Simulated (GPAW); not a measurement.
# Dielectric function and optical constants of Al

Aim: the dielectric function of Al, and the optical constants that follow from it.

Program: GPAW 26.7.0. Level of theory: DFT, PBE, plane-wave PAW (GPAW data sets), scalar-relativistic, RPA, optical limit. Results are calculated unless marked as measured.

## (1) Starting point

It takes space group Fm-3m (No. 225, cubic). Conventional cell: a = 4.050 Å, b = 4.050 Å, c = 4.050 Å, α = 90.00°, β = 90.00°, γ = 90.00°. Al has 12 Al at 2.86 Å nearest.

## (2) Ground state

The self-consistent density comes first; it also tells whether there is a gap, which decides the occupations and the need for a Drude term.

This step: DFT, PBE, plane-wave PAW (GPAW data sets), scalar-relativistic, ground state (GPAW 26.7.0).

gs.py

```python
from ase import Atoms
from ase.dft.bandgap import bandgap
from gpaw import GPAW, PW, FermiDirac

atoms = Atoms(['Al'],
              cell=[[0.000000000000, 2.024805000000, 2.024805000000],
                    [2.024805000000, 0.000000000000, 2.024805000000],
                    [2.024805000000, 2.024805000000, 0.000000000000]],
              scaled_positions=[[0.000000000000, 0.000000000000, 0.000000000000]],
              pbc=[True, True, True])
atoms.calc = GPAW(mode=PW(500), xc='PBE', kpts={'size': (11, 11, 11), 'gamma': True},
                  occupations=FermiDirac(0.05), maxiter=150, txt='gs.txt')
print('energy (eV)', atoms.get_potential_energy())
print('Fermi level (eV)', atoms.calc.get_fermi_level())
print('valence electrons', atoms.calc.get_number_of_electrons())
print('gap (eV)', bandgap(atoms.calc, output=None)[0])
print('direct gap (eV)', bandgap(atoms.calc, direct=True, output=None)[0])
atoms.calc.write('gs.gpw')
```

Run with:

```bash
OMP_NUM_THREADS=1 python gs.py
```

Numbers of over 12 decimals in the logs are rounded to 6 here.

The program printed:

```text
__  _  _
 | _ |_)|_||  |
 |__||  | ||/\| - 26.7.0

Versions:
  Python: 3.12.14
  ASE:    3.29.0
  Numpy:  2.5.5
  Scipy:  1.18.1
  Libxc:  7.0.0

Input parameters:
  mode=PW(ecut=500.0),
  kpts=MonkhorstPack(size=(11, 11, 11), gamma=True),
  maxiter=150,
  occupations=Occupations(name='fermi-dirac', width=0.05, fixmagmom=False),
  xc=XC(name='PBE')

Diagonalizing LCAO Hamiltonian
Converting LCAO to pw mode

       Al

Atoms  # Å, Bohr magnetons
|   | symbol |        x |        y |        z |    initial magnetic moments |
| 0 |     Al | 0.000000 | 0.000000 | 0.000000 | ( 0.0000,  0.0000,  0.0000) |

Unit cell  # Å
| periodic |        x |        y |        z |  lengths |    angles |
|      yes | 0.000000 | 2.024805 | 2.024805 | 2.863507 | 60.000000 |
|      yes | 2.024805 | 0.000000 | 2.024805 | 2.863507 | 60.000000 |
|      yes | 2.024805 | 2.024805 | 0.000000 | 2.863507 | 60.000000 |

Number of symmetries: 48
Symmetry operations  # r_c * U_cc + t_c -> r_c
|    | kind |            matrix            |
|  0 |  σ   |  1, 0, 0,  1, 0,-1,  1,-1, 0 |
|  1 |  C2  |  1, 0, 0,  1,-1, 0,  1, 0,-1 |
|  2 |  E   |  1, 0, 0,  0, 1, 0,  0, 0, 1 |
|  3 |  σ   |  1, 0, 0,  0, 0, 1,  0, 1, 0 |
|  4 |  C4  |  1, 0,-1,  1, 0, 0,  1,-1, 0 |
|  5 |  S6  |  1, 0,-1,  1,-1, 0,  1, 0, 0 |
|  6 |  σ   |  1, 0,-1,  0, 1,-1,  0, 0,-1 |
|  7 |  C3  |  1, 0,-1,  0, 0,-1,  0, 1,-1 |
|  8 |  S6  |  1,-1, 0,  1, 0, 0,  1, 0,-1 |
|  9 |  C4  |  1,-1, 0,  1, 0,-1,  1, 0, 0 |
| 10 |  C3  |  1,-1, 0,  0,-1, 1,  0,-1, 0 |
| 11 |  σ   |  1,-1, 0,  0,-1, 0,  0,-1, 1 |
| 12 |  σ   |  0, 1, 0,  1, 0, 0,  0, 0, 1 |
| 13 |  C4  |  0, 1, 0,  0, 1,-1, -1, 1, 0 |
| 14 |  C3  |  0, 1, 0,  0, 0, 1,  1, 0, 0 |
| 15 |  S6  |  0, 1, 0, -1, 1, 0,  0, 1,-1 |
| 16 |  C2  |  0, 1,-1,  1, 0,-1,  0, 0,-1 |
| 17 |  σ   |  0, 1,-1,  0, 1, 0, -1, 1, 0 |
| 18 |  S4  |  0, 1,-1,  0, 0,-1,  1, 0,-1 |
| 19 |  C4  |  0, 1,-1, -1, 1, 0,  0, 1, 0 |
| 20 |  C3  |  0, 0, 1,  1, 0, 0,  0, 1, 0 |
| 21 |  σ   |  0, 0, 1,  0, 1, 0,  1, 0, 0 |
| 22 |  S6  |  0, 0, 1,  0,-1, 1, -1, 0, 1 |
| 23 |  C4  |  0, 0, 1, -1, 0, 1,  0,-1, 1 |
| 24 |  S4  |  0, 0,-1,  1, 0,-1,  0, 1,-1 |
| 25 |  C3  |  0, 0,-1,  0, 1,-1,  1, 0,-1 |
| 26 |  C2  |  0, 0,-1,  0,-1, 0, -1, 0, 0 |
| 27 |  S6  |  0, 0,-1, -1, 0, 0,  0,-1, 0 |
| 28 |  S4  |  0,-1, 1,  1,-1, 0,  0,-1, 0 |
| 29 |  C4  |  0,-1, 1,  0, 0, 1, -1, 0, 1 |
| 30 |  C2  |  0,-1, 1,  0,-1, 0,  1,-1, 0 |
| 31 |  σ   |  0,-1, 1, -1, 0, 1,  0, 0, 1 |
| 32 |  C3  |  0,-1, 0,  1,-1, 0,  0,-1, 1 |
| 33 |  S6  |  0,-1, 0,  0, 0,-1, -1, 0, 0 |
| 34 |  S4  |  0,-1, 0,  0,-1, 1,  1,-1, 0 |
| 35 |  C2  |  0,-1, 0, -1, 0, 0,  0, 0,-1 |
| 36 |  C2  | -1, 1, 0,  0, 1, 0,  0, 1,-1 |
| 37 |  S6  | -1, 1, 0,  0, 1,-1,  0, 1, 0 |
| 38 |  S4  | -1, 1, 0, -1, 0, 1, -1, 0, 0 |
| 39 |  C3  | -1, 1, 0, -1, 0, 0, -1, 0, 1 |
| 40 |  S6  | -1, 0, 1,  0, 0, 1,  0,-1, 1 |
| 41 |  C2  | -1, 0, 1,  0,-1, 1,  0, 0, 1 |
| 42 |  C3  | -1, 0, 1, -1, 1, 0, -1, 0, 0 |
| 43 |  S4  | -1, 0, 1, -1, 0, 0, -1, 1, 0 |
| 44 |  C2  | -1, 0, 0,  0, 0,-1,  0,-1, 0 |
| 45 |  i   | -1, 0, 0,  0,-1, 0,  0, 0,-1 |
| 46 |  σ   | -1, 0, 0, -1, 1, 0, -1, 0, 1 |
| 47 |  C2  | -1, 0, 0, -1, 0, 1, -1, 1, 0 |

BZ-sampling:
  Number of BZ points: 1331
  Number of IBZ points: 56

  Monkhorst-Pack size: [11, 11, 11]
  Monkhorst-Pack shift: [0, 0, 0]

K-points  # in reciprocal-cell coordinates
|     |                                coordinates |     weight |
|   0 | (  0.00000000,   0.00000000,   0.00000000) | 0.00075131 |
|   1 | (  0.09090909,   0.09090909,   0.00000000) | 0.00450789 |
|   2 | (  0.09090909,   0.09090909,   0.09090909) | 0.00601052 |
|   3 | (  0.18181818,   0.09090909,   0.09090909) | 0.00901578 |
|   4 | (  0.18181818,   0.18181818,   0.00000000) | 0.00450789 |
|   5 | (  0.18181818,   0.18181818,   0.09090909) | 0.01803156 |
|   6 | (  0.18181818,   0.18181818,   0.18181818) | 0.00601052 |
|   7 | (  0.27272727,   0.18181818,   0.09090909) | 0.01803156 |
|   8 | (  0.27272727,   0.18181818,   0.18181818) | 0.01803156 |
|   9 | (  0.27272727,   0.27272727,   0.00000000) | 0.00450789 |
| ... |                                            |            |
|  55 | (  0.45454545,   0.45454545,   0.45454545) | 0.00601052 |

Plane wave coefficients: 440
Cutoff: 500.0 eV

Spin-components: 1 (collinear spins)
Bands:           4
Projectors:      5
Spin-degeneracy: 2
Datatype:        complex128

Parallelization:
  kpt:    1
  domain: 1
  band:   1

Density:
  Valence electrons: 3.0
  Components: 1
  Grid points: [15 15 15]
  Charge: 0.0  # |e|

Potential:
  Grid points: [15 15 15]

species:
  Al:
    name:    Aluminium
    id:
    Z:       13.0
    valence: 3
    core:    10
    charge:  0.0  # [|e|]
    compensation charges:
      type: gauss
      rc: 0.34  # [Å]
      lmax: 2
    cutoffs:
      filter: 1.91  # [Å]
      core: 2.36  # [Å]
    projectors
    | kind |    occ | energy [eV] | rcut [Å] |
    |   3s |  2.000 |      -7.753 |    1.085 |
    |   3p |  1.000 |      -2.712 |    1.085 |
    |    s |        |      19.459 |    1.085 |
    |    p |        |      24.499 |    1.085 |
    |    d |        |       0.000 |    1.085 |

    Using partial waves for Al as LCAO basis

Reference energy: -6603.423265  # eV

eigensolver:
  PPCG
  Converge bands: occupied
  niter=2

density mixing:
  MSR1-Mixer
  Pratt-step length: 0.05
  Maximum mixing coefficient: 0.75
  Old densities: 10
  SVD Regularization: 0.005
  Good broyden scale: 1.0
  Trust region scale: 1.0
  Backstep threshold: 4.0
  History deletion threshold: 6.0
  Fourier metric: weight=20.0, sigma=0.015

occupation numbers:
  Fermi-Dirac:
    width: 0.0500  # eV

poisson solver:
  ecut: 4000.0  # eV

xc functional:
  name: PBE with 2 nearest neighbor stencil

convergence criteria:
- Maximum [total energy] change in last 3 cyles: 0.0005 eV / valence electron
- Maximum integral of absolute [dens]ity change: 0.0001 electrons / valence electron
- Maximum integral of absolute [eigenst]ate change: 4e-08 eV^2 / valence electron
maximum number of iterations: 150

SCF iterations
|iter     |      energy | eigst |  dens |
|iter:   1||   -3.745087 | -0.24 |       |
|iter:   2||   -3.745395 | -3.26 | -0.97 |
|iter:   3||   -3.745156c| -3.37 | -1.00 |
|iter:   4||   -3.745361c| -3.99 | -1.57 |
|iter:   5||   -3.745366c| -5.90 | -2.90 |
|iter:   6||   -3.745368c| -6.38 | -3.31 |
|iter:   7||   -3.745367c| -8.19c| -4.74c|

Converged in 7 steps
SCF loop duration: 1.778 s (0.254 s/step)
Energy contributions relative to reference atoms: (reference = -6603.423265)

Energy contributions:
  Kinetic:           3.530752
  Coulomb:          -1.677095
  Zero:             -0.006495
  External:          0.000000
  Xc:               -5.590526
  Entropy:          -0.004007
  Spinorbit:         0.000000
  ----------------------------
  Free energy:      -3.747371
  Extrapolated:     -3.745367

dipole moment: (-6.948269, -6.948269, -6.948269)  # |e|*Ang

Fermi level: 7.112
Eigenvalues  # (at kpt = [0.000, 0.000, 0.000])
| band index |      eig [eV] | occ [0-2] |
|          0 |        -3.995 |     2.000 |
|          1 |        21.141 |     0.000 |
|          2 |        21.141 |     0.000 |
|          3 |        21.141 |     0.000 |

No gap
No difference between direct/indirect transitions

--- standard output ---
energy (eV) -3.745367
Fermi level (eV) 7.112470
valence electrons 3.0
gap (eV) 0.0
direct gap (eV) 0.0
```

Wall time 3.3 s (1 thread of Arm Neoverse V1, shared host); peak memory 0.12 GiB.

Read-outs, printed or worked out from the files:

| Property | Result |
| --- | --- |
| energy | -3.745 eV |
| Fermi energy | 7.112 eV |
| electrons | 3 |

There are states at the Fermi level within the smearing, so the occupations stay smeared and the carriers get a Drude term.

## (3) Bands for the response

At the fixed density, many empty bands are solved on the mesh of the response, since the spectrum sums over them.

This step: DFT, PBE, plane-wave PAW (GPAW data sets), scalar-relativistic, bands at fixed density (GPAW 26.7.0).

nscf.py

```python
from ase.dft.bandgap import bandgap
from gpaw import GPAW, FermiDirac

calc = GPAW('gs.gpw').fixed_density(kpts={'size': (20, 20, 20), 'gamma': True}, nbands=25, convergence={'bands': 19},
                                    occupations=FermiDirac(0.05), txt='nscf.txt')
print('gap (eV)', bandgap(calc, output=None)[0])
print('direct gap (eV)', bandgap(calc, direct=True, output=None)[0])
print('top band over the Fermi level (eV)', min(calc.get_eigenvalues(kpt=k)[18] for k in range(len(calc.get_ibz_k_points()))) - calc.get_fermi_level())
calc.write('full.gpw', mode='all')
```

Run with:

```bash
OMP_NUM_THREADS=1 python nscf.py
```

The program printed:

```text
Diagonalizing LCAO Hamiltonian
Converting LCAO to pw mode
convergence criteria:
- Maximum integral of absolute [eigenst]ate change: 4e-08 eV^2 / valence electron
maximum number of iterations: 150

SCF iterations
|iter     |      energy | eigst |  dens |
|iter:   1||             | +3.98 |       |
|iter:   2||             | +2.15 |       |
|iter:   3||             | -0.47 |       |
|iter:   4||             | -2.28 |       |
|iter:   5||             | -4.31 |       |
|iter:   6||             | -5.81 |       |
|iter:   7||             | -6.80 |       |
|iter:   8||             | -7.57c|       |
SCF steps: 8
  __  _  _
 | _ |_)|_||  |
 |__||  | ||/\| - 26.7.0

Versions:
  Python: 3.12.14
  ASE:    3.29.0
  Numpy:  2.5.5
  Scipy:  1.18.1
  Libxc:  7.0.0

Input parameters:
  mode=PW(ecut=500.0),
  convergence={'bands': 19},
  gpts=array([15, 15, 15]),
  kpts=MonkhorstPack(size=(20, 20, 20), gamma=True),
  maxiter=150,
  nbands=25,
  occupations=Occupations(name='fermi-dirac', width=0.05, fixmagmom=False),
  parallel={},
  xc=XC(name='PBE')

--- standard output ---
gap (eV) 0.0
direct gap (eV) 0.0
top band over the Fermi level (eV) 41.991436
```

The job ended after 40 s (1 thread; peak memory 0.18 GiB).

## (4) Dielectric function, RPA

Transitions between filled and empty bands, summed over the zone, give the optical response, so mesh, band count and broadening shape it.

The induced potential is part of this response.

This step: DFT, PBE, plane-wave PAW (GPAW data sets), scalar-relativistic, RPA, optical limit (GPAW 26.7.0).

df.py

```python
from gpaw.response.df import DielectricFunction

df = DielectricFunction('full.gpw', frequencies={'type': 'nonlinear', 'domega0': 0.03, 'omega2': 8},
                        ecut=60,
                        eta=0.2,
                        nbands=19,
                        rate=0.05,
                        txt='df.txt')
for direction in ['x']:
    df.get_dielectric_function(xc='RPA', direction=direction, filename=f'df_{direction}.csv')
```

Run with:

```bash
OMP_NUM_THREADS=1 python df.py
```

The program printed:

```text
Using integrator: PointIntegrator
NonLinearFrequencyDescriptor(from 0.000 to 67.159 eV, 501 points)
Nonperiodic BCs:  [False False False]
Using integrator: PointIntegrator
NonLinearFrequencyDescriptor(from 0.000 to 67.159 eV, 501 points)
Nonperiodic BCs:  [False False False]
Using integrator: PointIntegrator

Calculating chi0 body with:
    Ground state adapter containing:
    Number of spins: 1
    Number of kpoints: 8000
    Number of irreducible kpoints: 256
    Number of completely occupied states: 1
    Number of partially occupied states: 3

    Linear response parametrization:
    q_c: [0.0, 0.0, 0.0]
    Number of frequency points: 501
    Planewave cutoff: 60.0
    Number of bands: 19
    Number of planewaves: 15
    Broadening (eta): 0.2

Integrating chi0 body.

Symmetries of q_c:
    Direct symmetries (Uq -> q): 48
    Indirect symmetries (TUq -> q): 0
In total 48 allowed symmetries.

256 groups of equivalent kpoints. 96.8% reduction.

Integral kind: spectral function

Calculating chi0 optical extensions with:
    Ground state adapter containing:
    Number of spins: 1
    Number of kpoints: 8000
    Number of irreducible kpoints: 256
    Number of completely occupied states: 1
    Number of partially occupied states: 3

    Linear response parametrization:
    Number of frequency points: 501
    Planewave cutoff: 60.0
    Number of bands: 19
    Number of planewaves: 15
    Broadening (eta): 0.2
Integrating chi0 head and wings.

Symmetries of q_c:
    Direct symmetries (Uq -> q): 48
    Indirect symmetries (TUq -> q): 0
In total 48 allowed symmetries.

256 groups of equivalent kpoints. 96.8% reduction.

Integral kind: spectral function wings

Calculating drude chi0 with:
    Number of frequency points:501
    Plasma frequency decay rate: 0.05 eV

    Ground state adapter containing:
    Number of spins: 1
    Number of kpoints: 8000
    Number of irreducible kpoints: 256
    Number of completely occupied states: 1
    Number of partially occupied states: 3

Symmetries of q_c:
    Direct symmetries (Uq -> q): 48
    Indirect symmetries (TUq -> q): 0
In total 48 allowed symmetries.

256 groups of equivalent kpoints. 96.8% reduction.

Integral kind: intraband
Plasma frequency:
[[11.85-0.j  0.  -0.j  0.  +0.j]
 [ 0.  -0.j 11.85-0.j  0.  +0.j]
 [ 0.  -0.j  0.  +0.j 11.85-0.j]]
```

It took 7.1 s on 1 thread; peak memory 0.17 GiB.

This step gave:

* centre of weight of the strongest loss peak in the window: 14.73 eV

Some rows of df_x.csv (energy; Re and Im without local fields; Re and Im with them):

```text
0.000000, 56232.432254, -0.000000, 56230.995746, -0.000000
0.619237, -346.878793, 111.953213, -346.820917, 111.602365
1.279498, -69.340279, 37.514392, -70.003356, 36.163199
1.984998, -37.629484, 17.528178, -37.581182, 16.645226
2.740552, -28.971166, 6.057850, -28.870124, 6.132464
3.551683, -14.292431, 4.262419, -14.098358, 4.000566
4.424758, -10.433887, 1.164027, -10.414872, 1.183772
5.367152, -6.838891, 1.632520, -6.624529, 1.726501
6.387465, -4.310980, 0.380687, -4.298262, 0.379624
7.495775, -3.002146, 0.239297, -3.001960, 0.252432
8.703980, -1.959024, 0.259130, -1.932148, 0.285136
10.026223, -1.154609, 0.125797, -1.145558, 0.122936
11.479449, -0.652349, 0.065069, -0.648959, 0.065145
13.084136, -0.273151, 0.046273, -0.269947, 0.046896
14.865263, 0.019259, 0.033760, 0.021907, 0.033391
16.853625, 0.235587, 0.041623, 0.239105, 0.042409
19.087623, 0.402024, 0.019085, 0.403301, 0.020399
21.615770, 0.534648, 0.017330, 0.537223, 0.017276
24.500258, 0.635336, 0.012481, 0.637726, 0.013781
27.822136, 0.718233, 0.009937, 0.720359, 0.011139
31.689054, 0.783007, 0.007786, 0.783131, 0.009707
```

The Im ε, E ∥ x has structure finer than the step of the table below, so its rows give means over 2 eV, whole bins alone (the curve runs from 0.305 to 36 eV). Peaks (eV: height): 1.4: 44.3, 2.2: 23.0.

Sum at mesh points, not converged in k. Im ε, E ∥ x against photon energy; means over each step:

| photon energy (eV) | Im ε, E ∥ x |
| --- | --- |
| 2 | 21.4 |
| 4 | 2.55 |
| 6 | 0.767 |
| 8 | 0.273 |
| 10 | 0.122 |
| 12 | 0.0714 |
| 14 | 0.0463 |

Values under 1 per cm are given as 1; sum at mesh points, not converged in k. The absorption coefficient, E ∥ x by photon energy:

photon energy (eV), log10 absorption coefficient, E ∥ x (1/cm) and a bar from the least value:
```
        2        6.1 #############################
        4        6.2 ##############################
        6        6.1 #############################
        8        6.1 #############################
       10        6.0 ############################
       12        5.9 ##########################
       14        5.7 #######################
       16        4.8 ########
       18        4.5 #####
       20        4.6 #####
       22        4.4 ###
       24        4.3 ##
       26        4.3 #
       28        4.3 #
       30        4.3 #
       32        4.3 #
       34        4.2 
       36        4.3 #
```

The Im ε, E ∥ x has structure finer than the step of the table below, so its rows give means over 2 eV, whole bins alone (the curve runs from 0.305 to 36 eV). Peaks (eV: height): without local fields 1.4: 45.8, 2.2: 23.7; with local fields 1.4: 44.3, 2.2: 23.0.

Sum at mesh points, not converged in k. The Im ε, E ∥ x by photon energy; means over each step:

| photon energy (eV) | without local fields | with local fields |
| --- | --- | --- |
| 2 | 21.9 | 21.4 |
| 4 | 2.55 | 2.55 |
| 6 | 0.759 | 0.767 |
| 8 | 0.259 | 0.273 |
| 10 | 0.118 | 0.122 |
| 12 | 0.0691 | 0.0714 |
| 14 | 0.0448 | 0.0463 |

The loss function −Im 1/ε at q → 0, E ∥ x has structure finer than the step of the table below, so its rows give means over 2 eV, whole bins alone (the curve runs from 0.305 to 36 eV). Peaks (eV: height): 14.8: 29.3.

Sum at mesh points, not converged in k. Table of loss function −Im 1/ε at q → 0, E ∥ x by energy loss; means over each step:

| energy loss (eV) | loss function −Im 1/ε at q → 0, E ∥ x |
| --- | --- |
| 2 | 0.00758 |
| 4 | 0.0135 |
| 6 | 0.0270 |
| 8 | 0.0444 |
| 10 | 0.0897 |
| 12 | 0.293 |
| 14 | 7.67 |
| 16 | 2.74 |
| 18 | 0.275 |
| 20 | 0.103 |
| 22 | 0.0558 |
| 24 | 0.0390 |
| 26 | 0.0259 |
| 28 | 0.0206 |
| 30 | 0.0187 |
| 32 | 0.0163 |
| 34 | 0.0143 |

Sum at mesh points, not converged in k. Table of reflectivity at normal incidence, E ∥ x by photon energy; read off at these points:

| photon energy (eV) | reflectivity at normal incidence, E ∥ x (%) |
| --- | --- |
| 1.0 | 95.5 |
| 2.0 | 87.7 |
| 3.0 | 93.5 |
| 4.0 | 90.4 |
| 4.6 | 94.0 |
| 5.0 | 91.8 |
| 6.0 | 93.7 |
| 7.0 | 86.0 |
| 8.0 | 93.3 |
| 9.0 | 92.0 |
| 10.0 | 90.2 |
| 11.0 | 90.3 |
| 12.0 | 83.2 |
| 13.0 | 87.1 |
| 14.0 | 78.6 |
| 15.0 | 40.8 |
| 16.0 | 19.3 |
| 17.0 | 11.3 |
| 18.0 | 7.36 |
| 19.0 | 5.15 |
| 20.0 | 3.78 |
| 21.0 | 2.84 |
| 22.0 | 2.18 |
| 23.0 | 1.72 |
| 24.0 | 1.40 |
| 25.0 | 1.14 |
| 26.0 | 0.940 |
| 27.0 | 0.777 |
| 28.0 | 0.652 |
| 29.0 | 0.553 |
| 30.0 | 0.471 |
| 31.0 | 0.410 |
| 32.0 | 0.355 |
| 33.0 | 0.313 |
| 34.0 | 0.268 |
| 35.0 | 0.240 |
| 36.0 | 0.215 |

Optical constants at common wavelengths, from n + ik = √ε:

| wavelength (nm) | n | k | R (%) | 1/α |
| --- | --- | --- | --- | --- |
| 1550 | 1.98 | 14.785 | 96.5 | 8.3 nm |
| 633 | 1.28 | 6.388 | 88.9 | 7.9 nm |
| 532 | 1.58 | 6.359 | 86.6 | 6.7 nm |
| 450 | 0.55 | 5.365 | 92.9 | 6.7 nm |
| 405 | 0.39 | 4.639 | 93.4 | 6.9 nm |
| 248 | 0.18 | 2.685 | 91.8 | 7.4 nm |
| 193 | 0.09 | 2.056 | 93.2 | 7.5 nm |

A polished face would reflect 86 % of daylight and look near white (CIE x = 0.307, y = 0.320 under D65).

## (5) What came out

| Quantity | Value |
| --- | --- |
| centre of weight of the strongest loss peak in the window, first axis | 14.7 eV |

At this level (PBE, RPA) Al is a metal. The mesh is too coarse to trust the carriers' weight, the reflectivity or the colour to better than tens of per cent. A polished face would reflect 86 % of daylight and look near white (CIE x = 0.307, y = 0.320 under D65). The carriers' damping of 0.05 eV is typed, not computed; it shapes the response at the lowest energies. GPAW's carrier term has the form −ωp²/(ω + i·rate)², which damps like twice the rate and fails at low energy, so the curves leave the lowest energies out. The sum runs over mesh points 0.13 Å⁻¹ apart with no interpolation, so peaks are partly noise of the mesh, and the Drude plasma energy, a sum over the Fermi surface, isn't converged.

[Machine, clock and banner lines and Python warnings are left out of the logs.]

[Logs are printed without paths, hosts, clocks, repeated set-up lines and the standing remarks that a program may print on its own settings, such as how far it seeks lower states.]

[Hosts, paths, dates, database ids (printed as entryN), source tags and the programs' standing remarks are cut or masked in the printed files.]
